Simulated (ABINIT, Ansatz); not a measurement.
**BH3 (Pm-3m): zone-centre phonons**

Which modes does BH3 (Pm-3m) have at the zone centre?

Calculated with ABINIT 10.8.3; DFT LDA, scalar-relativistic, plane waves, PseudoDojo norm-conserving pseudopotentials.

This is a report of a sequence of runs, with most program output left out.

The structure was built from a prototype and need not be the compound's stable phase.

## Step 1: The starting structure

It takes space group Pm-3m (No. 221, cubic). Conventional cell: a = 2.782 Å, b = 2.782 Å, c = 2.782 Å, α = 90.00°, β = 90.00°, γ = 90.00°. B has 6 H at 1.39 Å nearest. H has 2 B at 1.39 Å nearest. Farther neighbours are not listed.

## Step 2: Relaxing the cell and atoms

The harmonic expansion needs vanishing forces, and a free crystal bears no stress, so cell and atoms are brought to rest. Stress is more sensitive to the basis than forces are: the last 3 Ha under the cutoff are smoothed with ecutsm, and the cutoff is raised above that of the later runs.

The starting cell comes from a relaxation made beforehand in Ansatz (LDA, PseudoDojo NC).

relax.abi

```
# relaxation
ionmov 2
optcell 2
dilatmx 1.08
ntime 40
tolmxf 1.0d-05
tolvrs 1.0d-14
prtwf 0
prtden 0
chksymtnons 0

# basis, mesh and filling
ecut 42.0
ecutsm 3.0
ngkpt 12 12 12
nshiftk 1
shiftk 0.0 0.0 0.0
istwfk *1
occopt 3
tsmear 0.01
nband 8
nstep 100
diemac 1000000.0
prtebands 0
prtgsr 0
useylm 1

# cell and atoms
acell 5.256650931 5.256650931 5.256650931
rprim 
    1.0 0.0 0.0
    0.0 1.0 0.0
    0.0 0.0 1.0
ntypat 2
znucl 5 1
natom 4
typat 1 2 2 2
xred 
    0.0 0.0 0.0
    0.5 0.0 0.0
    0.0 0.5 0.0
    0.0 0.0 0.5
pp_dirpath "./pseudo"
pseudos "B.upf, H.upf"
```

The run is started by

```bash
$ OMP_NUM_THREADS=1 mpirun -n 4 abinit relax.abi > relax.log
```

Elapsed: 21 s, on 4 MPI ranks of Arm Neoverse V2, shared host.

Step by step:

```csv
step,energy less that of the first step (eV),largest force (eV/Å),volume (Å³)
1,0.0000,0.0000,21.52
2,-0.0001,0.0000,21.56
3,-0.0002,0.0000,21.65
```

```csv
"conventional cell, symmetrised",before,after,change
a (Å),2.782,2.787,+0.2 %
b (Å),2.782,2.787,+0.2 %
c (Å),2.782,2.787,+0.2 %
volume (Å³/atom),5.38,5.41,+0.6 %
```

Numbers from this step:

```
volume per atom   : 5.412 Å³
pressure          : 0.001807 GPa
gap on the k-mesh : 0 eV
```

The volume changes by +0.6 % from the cell with which this run began.

## Step 3: Ground state

The response is built on these wavefunctions, so the potential is converged far more tightly than an energy would need. Occupations are smeared.

gs.abi

```
# ground state
tolvrs 1.0d-16
prtden 1
prtwf 1
prtpot 1

# basis, mesh and filling
ecut 34.0
ngkpt 12 12 12
nshiftk 1
shiftk 0.0 0.0 0.0
istwfk *1
occopt 3
tsmear 0.01
nband 8
nstep 100
diemac 1000000.0
prtebands 0
prtgsr 0
useylm 1

# cell and atoms
acell 5.266764824 5.266764824 5.266764824
rprim 
    1.0 0.0 0.0
    0.0 1.0 0.0
    0.0 0.0 1.0
ntypat 2
znucl 5 1
natom 4
typat 1 2 2 2
xred 
    0.0 0.0 0.0
    0.5 0.0 0.0
    0.0 0.5 0.0
    0.0 0.0 0.5
pp_dirpath "./pseudo"
pseudos "B.upf, H.upf"
```

The run is started by

```bash
$ OMP_NUM_THREADS=1 mpirun -n 4 abinit gs.abi > gs.log
```

Elapsed: 7 s, on 4 MPI ranks.

Read from the output:

```yaml
pressure: -0.2801 GPa
```

The cell stands at -0.28 GPa: the relaxation ran with a smoothed and higher cutoff, and the difference is a stress of the finite basis.

## Step 4: Linear response at Γ

At q = 0 one unit cell holds all displacements. The response is solved for single atoms along the cell's directions, and symmetry skips those that follow from others. The crystal is treated as a metal, which screens a static field, so no field response is asked.

dfpt_gamma.abi

```

# common to the responses
getwfk_filepath "gso_WFK"
kptopt 2
nqpt 1
qpt 0.0 0.0 0.0
asr 0
chneut 0

# displacements
rfphon 1
rfatpol 1 4
rfdir 1 1 1
tolvrs 1.0d-10
prtwf 0

# basis, mesh and filling
ecut 34.0
ngkpt 12 12 12
nshiftk 1
shiftk 0.0 0.0 0.0
istwfk *1
occopt 3
tsmear 0.01
nband 8
nstep 100
diemac 1000000.0
prtebands 0
prtgsr 0
useylm 1

# cell and atoms
acell 5.266764824 5.266764824 5.266764824
rprim 
    1.0 0.0 0.0
    0.0 1.0 0.0
    0.0 0.0 1.0
ntypat 2
znucl 5 1
natom 4
typat 1 2 2 2
xred 
    0.0 0.0 0.0
    0.5 0.0 0.0
    0.0 0.5 0.0
    0.0 0.0 0.5
pp_dirpath "./pseudo"
pseudos "B.upf, H.upf"
```

The run is started by

```bash
$ OMP_NUM_THREADS=1 mpirun -n 4 abinit dfpt_gamma.abi > dfpt_gamma.log
```

Elapsed: 36 s, on 4 MPI ranks; 2.4 min of CPU time.

This step gave:

| Quantity | Value |
| --- | --- |
| largest acoustic frequency at the zone centre before the sum rule | -3.75 cm⁻¹ |
| highest optical zone-centre mode (no LO-TO term) | 1599 cm⁻¹ |
| lowest optical zone-centre mode | 402.1 cm⁻¹ |

The acoustic modes at Γ come out as far as 3.8 cm⁻¹ from zero, where they should vanish, a small numerical error.

## Step 5: Summary of results

```yaml
space_group_after_relaxation: Pm-3m
volume_per_atom: 5.41 Å³
highest_optical_zone_centre_mode_no_lo_to_term: 1599 cm⁻¹
lowest_optical_zone_centre_mode: 402.1 cm⁻¹
```

At the LDA level the optical modes of BH3 (Pm-3m) at the zone centre run from 402 to 1599 cm⁻¹. These are harmonic frequencies: anharmonic shifts and widths and the lattice's thermal expansion are left out. The Fermi-Dirac smearing of 0.01 Ha is an electronic temperature of 3158 K, which adds a pressure of its own and can shift the volume and soft modes. In a metal the frequencies hang on the k mesh and the smearing, most of all near Kohn anomalies. A run on a mesh of wavevectors was begun and cut off at its time limit; it is not shown, and nothing is said of wavevectors that it left out. The structure is a hypothetical one, built on a prototype.

[Host names and launcher messages were left out of these logs when they were recorded.]

[Logs are printed without paths, hosts, clocks, repeated set-up lines and the standing remarks that a program may print on its own settings, such as how far it seeks lower states.]

[Hosts, paths, dates, database ids (printed as entryN), source tags and the programs' standing remarks are cut or masked in the printed files.]
